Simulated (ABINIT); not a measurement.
**CsGeCl3 (R3m): G0W0 with ABINIT, start to end**

Aim: the G0W0 gap of CsGeCl3 (R3m) on LDA, step by step.

Program: ABINIT 10.8.3. Level of theory: LDA and many-body steps on it, plane waves. Results are calculated unless marked as measured.

Report form: the programs' logs are mostly left out.

### 1. The starting structure

Symmetry: R3m, No. 160, trigonal system. The conventional cell has a = 7.694 Å, b = 7.694 Å, c = 9.535 Å, α = 90.00°, β = 90.00°, γ = 120.00°. Nearest to Cs lie 12 Cl at 3.86 to 3.90 Å. Nearest to Ge lie 3 Cl at 2.37 Å. Cl has 2 Ge at 2.37 to 3.10 Å and 4 Cs at 3.86 to 3.90 Å nearest. Farther neighbours and most contacts between anions are not listed.

The cell and positions are those that the Materials Project relaxed with its own functionals (PBE, PBE+U or r2SCAN), kept fixed. Spin-orbit coupling is left out unless a step names it.

### 2. Ground state

This step: ABINIT 10.8.3; DFT, LDA, plane waves, norm-conserving pseudopotentials.

The ground-state density comes first.

Contents of run.abi:

```
acell 3*1.0 Angstrom
rprim 
  3.846816390705 2.220960478697 3.178300533600
  -3.846816390705 2.220960478697 3.178300533600
  -0.000000000000 -4.441920957394 3.178300533600
ntypat 3
znucl 55 32 17
natom 5
typat 1 2 3 3 3
xred 
  0.998403350000 0.998403350000 0.998403350000
  0.515533150000 0.515533150000 0.515533150000
  0.496712670000 0.496712670000 0.948638170000
  0.496712670000 0.948638170000 0.496712670000
  0.948638170000 0.496712670000 0.496712670000
pp_dirpath "pseudos"
pseudos "Cs.upf, Ge.upf, Cl.upf"
ecut 56
ngkpt 4 4 4
nshiftk 1
shiftk 0 0 0
kptopt 1
chksymbreak 0
nband 32
occopt 1
tolvrs 1e-08
nstep 60
prtwf 0
optforces 0
optstress 0
indata_prefix "in"
outdata_prefix "out"
tmpdata_prefix "tmp"
```

Started as:

```console
$ OMP_NUM_THREADS=1 mpirun -n 4 abinit run.abi > log
```

Run time: 2 min. Hardware: 4 MPI ranks of Intel Xeon 6975P-C (Granite Rapids), shared host; peak memory 0.79 GiB.

This step gave:

- total energy: -9587.4849 eV
- gap: 1.977 eV
- k of the valence top: 0.5, 0.5, 0.5
- k of the conduction bottom: 0.5, 0.5, 0.5
- least direct gap: 1.977 eV

The gap is direct, at (0.500, 0.500, 0.500).

### 3. Bands along the symmetry lines

Levels along a band path, at the cheap level, show where the edges lie and whether the meshes to come will hold them.

Edit run.abi of step 2 so:

```diff
@@ -18,14 +18,45 @@
 ecut 56
-ngkpt 4 4 4
-nshiftk 1
-shiftk 0 0 0
-kptopt 1
-chksymbreak 0
-nband 32
-occopt 1
-tolvrs 1e-08
-nstep 60
+iscf -2
+irdden 1
+kptopt 0
+nkpt 31
+kpt 
+  0.00000000 0.00000000 0.00000000
+  0.12500000 0.12500000 0.12500000
+  0.25000000 0.25000000 0.25000000
+  0.37500000 0.37500000 0.37500000
+  0.50000000 0.50000000 0.50000000
+  0.50194906 0.49805094 0.50000000
+  0.50389812 0.49610188 0.50000000
+  0.50584718 0.49415282 0.50000000
+  0.50779624 0.49220376 0.50000000
+  0.50000000 -0.49220376 0.49220376
+  0.50000000 -0.36915282 0.36915282
+  0.50000000 -0.24610188 0.24610188
+  0.50000000 -0.12305094 0.12305094
+  0.50000000 0.00000000 0.00000000
+  0.37500000 0.00000000 0.00000000
+  0.25000000 0.00000000 0.00000000
+  0.12500000 0.00000000 0.00000000
+  0.00000000 0.00000000 0.00000000
+  0.12402547 -0.12402547 0.00000000
+  0.24805094 -0.24805094 0.00000000
+  0.37207641 -0.37207641 0.00000000
+  0.49610188 -0.49610188 -0.00000000
+  0.50389812 0.00000000 0.49610188
+  0.50292359 0.00000000 0.49707641
+  0.50194906 0.00000000 0.49805094
+  0.50097453 0.00000000 0.49902547
+  0.50000000 0.00000000 0.50000000
+  0.37500000 0.00000000 0.37500000
+  0.25000000 0.00000000 0.25000000
+  0.12500000 0.00000000 0.12500000
+  0.00000000 0.00000000 0.00000000
+istwfk *1
+nband 33
+nbdbuf 2
+tolwfr 1e-08
+nstep 40
 prtwf 0
-optforces 0
-optstress 0
+prtvol 0
 indata_prefix "in"
```

Elapsed: 2 min, on 4 MPI ranks; peak memory 0.81 GiB.

This step gave:

* gap: 1.975 eV
* k of the valence top: 0.5, 0.5, 0.5
* k of the conduction bottom: 0.5078, 0.4922, 0.5
* least direct gap: 1.977 eV

The gap is 1.975 eV, −0.002 eV from the run before at this level.

Electronic bands along the path, in eV, zero at the top of the highest filled band:

```csv
point,band 23,band 24,band 25,band 26,band 27,band 28,band 29,band 30
Γ,-2.59,-2.49,-2.49,-2.30,3.22,4.10,4.10,4.82
halfway,-2.43,-2.43,-2.38,-1.67,3.66,3.66,3.79,4.59
T,-2.21,-2.21,-2.15,0.00,1.98,1.98,2.00,5.07
halfway,-2.21,-2.21,-2.15,0.00,1.98,1.98,2.00,5.07
H2,-2.21,-2.21,-2.15,0.00,1.98,1.98,2.00,5.07
jump to H0,-2.21,-2.21,-2.15,0.00,1.98,1.98,2.00,5.07
halfway,-2.56,-2.46,-2.33,-1.04,2.40,3.59,3.73,5.09
L,-2.73,-2.62,-2.60,-1.57,2.82,4.54,5.03,5.18
halfway,-2.68,-2.60,-2.53,-2.06,3.77,4.23,4.51,4.59
Γ,-2.59,-2.49,-2.49,-2.30,3.22,4.10,4.10,4.82
halfway,-2.80,-2.56,-2.49,-1.77,3.83,4.03,4.50,4.89
S0,-2.68,-2.66,-2.19,-0.74,2.36,2.46,4.87,5.39
jump to S2,-2.68,-2.66,-2.19,-0.74,2.36,2.46,4.87,5.39
halfway,-2.68,-2.66,-2.19,-0.74,2.36,2.46,4.87,5.39
F,-2.68,-2.66,-2.19,-0.74,2.36,2.46,4.87,5.39
halfway,-2.67,-2.56,-2.39,-1.85,3.92,3.93,4.30,4.89
Γ,-2.59,-2.49,-2.49,-2.30,3.22,4.10,4.10,4.82
```

### 4. Empty states on the mesh, 2×2×2 mesh, 246 bands

The sums over transitions need many empty states on a uniform mesh; this step solves for them.

Contents of run.abi:

```
acell 3*1.0 Angstrom
rprim 
  3.846816390705 2.220960478697 3.178300533600
  -3.846816390705 2.220960478697 3.178300533600
  -0.000000000000 -4.441920957394 3.178300533600
ntypat 3
znucl 55 32 17
natom 5
typat 1 2 3 3 3
xred 
  0.998403350000 0.998403350000 0.998403350000
  0.515533150000 0.515533150000 0.515533150000
  0.496712670000 0.496712670000 0.948638170000
  0.496712670000 0.948638170000 0.496712670000
  0.948638170000 0.496712670000 0.496712670000
pp_dirpath "pseudos"
pseudos "Cs.upf, Ge.upf, Cl.upf"
ecut 56
ngkpt 2 2 2
nshiftk 1
shiftk 0 0 0
kptopt 1
chksymbreak 0
iscf -2
irdden 1
istwfk *1
nband 246
nbdbuf 22
tolwfr 1e-09
nstep 60
prtvol 0
indata_prefix "in"
outdata_prefix "out"
tmpdata_prefix "tmp"
```

Run time: 4.2 min. Hardware: 4 MPI ranks; peak memory 0.85 GiB; 17 min of CPU time.

Numbers from this step:

```
gap                                                           : 1.977 eV
k of the valence top                                          : 0.5, 0.5, 0.5
k of the conduction bottom                                    : 0.5, 0.5, 0.5
least direct gap                                              : 1.977 eV
k points computed                                             : 4
lowest point of the top converged band, above the valence top : 59.0988 eV
```

On this mesh the gap is 1.977 eV.

### 5. Screening, 2×2×2 mesh, 224 bands, screening to 130.6 eV

The RPA dielectric matrix is built and inverted for each q.

This step: RPA screening on LDA, plane waves, norm-conserving pseudopotentials.

Edit run.abi of step 4 so:

```diff
@@ -23,10 +23,11 @@
 chksymbreak 0
-iscf -2
-irdden 1
 istwfk *1
-nband 246
-nbdbuf 22
-tolwfr 1e-09
-nstep 60
-prtvol 0
+occopt 1
+irdwfk 1
+optdriver 3
+nband 224
+ecuteps 4.8
+inclvkb 2
+awtr 1
+symchi 1
 indata_prefix "in"
```

Wall time 2.2 min (4 MPI ranks); peak memory 3.3 GiB.

Numbers from this step:

| Item | Value |
| --- | --- |
| ε∞ with local fields, on this mesh, along the program's q direction | 5.966 |
| the same without local fields | 7.233 |
| plasma frequency | 20.98 eV |
| plane waves in the screening matrix | 527 |

Local fields lower ε∞ by 18 %. On a Γ-centred mesh this coarse the value itself is usually too large, while a short band sum pulls it down.

### 6. Self-energy, 2×2×2 mesh, 224 bands, screening to 130.6 eV

The self-energy is evaluated for the states that the input lists, and the levels follow from it, in one-shot runs by the linearised quasiparticle equation.

This step: G0W0 on LDA, plane waves, norm-conserving pseudopotentials.

Edit run.abi of step 5 so:

```diff
@@ -26,8 +26,17 @@
 irdwfk 1
-optdriver 3
+optdriver 4
 nband 224
+gwcalctyp 0
+ecutsigx 56
+symsigma 1
+nkptgw 2
+kptgw 
+  0.5000000000 0.5000000000 0.5000000000
+  0.0000000000 0.0000000000 0.0000000000
+bdgw 
+  25 28
+  24 29
 ecuteps 4.8
-inclvkb 2
-awtr 1
-symchi 1
+irdscr 1
+ppmodel 1
 indata_prefix "in"
```

Run time: 25 s. Hardware: 4 MPI ranks; peak memory 2.4 GiB.

Numbers from this step:

| Property | Result |
| --- | --- |
| G0W0 gap on the points computed | 3.635 eV |
| starting gap on the mesh | 1.977 eV |
| k of the valence top | 0.5, 0.5, 0.5 |
| k of the conduction bottom | 0.5, 0.5, 0.5 |
| Z at the valence top | 0.787 |
| Z at the conduction bottom | 0.808 |
| least direct G0W0 gap on the computed points | 3.635 eV |

The gap on the mesh goes from 1.98 eV to 3.63 eV, a correction of +1.66 eV.

Limits: finite bands, cutoff and mesh; no spin-orbit coupling; coarse k mesh. v1 is the top filled band, c1 the lowest empty one. The levels before and after the correction (eV, zero at the valence-band top of each column):

```csv
,conduction bottom,valence top
Kohn-Sham,1.98,0.00
G0W0,3.63,0.00
```

```csv
,level,energy (eV)
Kohn-Sham,(0.5 0.5 0.5) v2,-2.149
Kohn-Sham,(0.5 0.5 0.5) v1,0.000
Kohn-Sham,(0.5 0.5 0.5) c1-c2,1.977
G0W0,(0.5 0.5 0.5) v2,-2.711
G0W0,(0.5 0.5 0.5) v1,0.000
G0W0,(0.5 0.5 0.5) c1-c2,3.635
```

### 7. Where the time went

Times are wall times on 4 MPI ranks of Intel Xeon 6975P-C (Granite Rapids), shared host, good to a factor of about two.

```csv
step,time,share,memory (GiB)
ground state,2 min,18 %,0.79
bands along the symmetry lines,2 min,18 %,0.81
empty states on the mesh,4.2 min,39 %,0.85
screening,2.2 min,20 %,3.3
self-energy,25 s,4 %,2.4
```

### 8. Summary of results

```yaml
lda_gap: 1.98 eV, indirect (only 2 meV under the direct gap)
g0w0_gap_on_the_mesh: 3.63 eV
gw_settings: 2×2×2 mesh, 224 bands, screening to 130.6 eV, Godby-Needs plasmon pole
known_limits: not at the basis limit; no spin-orbit coupling; coarse k mesh
```

**Reading.** G0W0 moves the gap on the mesh from 1.98 eV to 3.63 eV (+1.66 eV), with Z of 0.79 and 0.81 at the edges. Local fields lower the RPA ε∞ on this mesh from 7.23 to 5.97; a Γ-centred mesh this coarse tends to raise both, most where the direct gap is narrow, while a short band sum lowers them. Only 2 of the mesh's irreducible points were corrected, so a valley elsewhere could overtake. The dearest step here is «empty states on the mesh». Bands and cutoff are finite, so the gap is not at the basis limit. The miss can reach some tenths of an eV and take either sign; the mesh is an error of its own. In the G0W0 run levels were corrected at 2 k points alone, so a gap called «on the mesh» is the least over those, and an edge elsewhere would be missed. The 2×2×2 mesh is coarse for this cell, which bears on the long-range parts of exchange and screening. The many-body steps are scalar-relativistic: spin-orbit coupling is not in them.

[Paths, hosts, dates, memory and timing lines, banners, echoed tables and standing remarks are left out of the program output.]

[Logs are printed without paths, hosts, clocks, repeated set-up lines and the standing remarks that a program may print on its own settings, such as how far it seeks lower states.]

[Runs of the session that timed out or met a known fault of the program may be left out.]

[Hosts, paths, dates, database ids (printed as entryN), source tags and the programs' standing remarks are cut or masked in the printed files.]

[G0W0 gaps are taken among the corrected bands and points alone; a level outside them can change the order at an edge.]

[Where Ansatz stands beside ABINIT at settings called matched, ABINIT's density can come from a denser mesh and the files from another edition; pairs whose starting gaps differed by over 0.03 eV were left out, so agreement reads better than it is.]
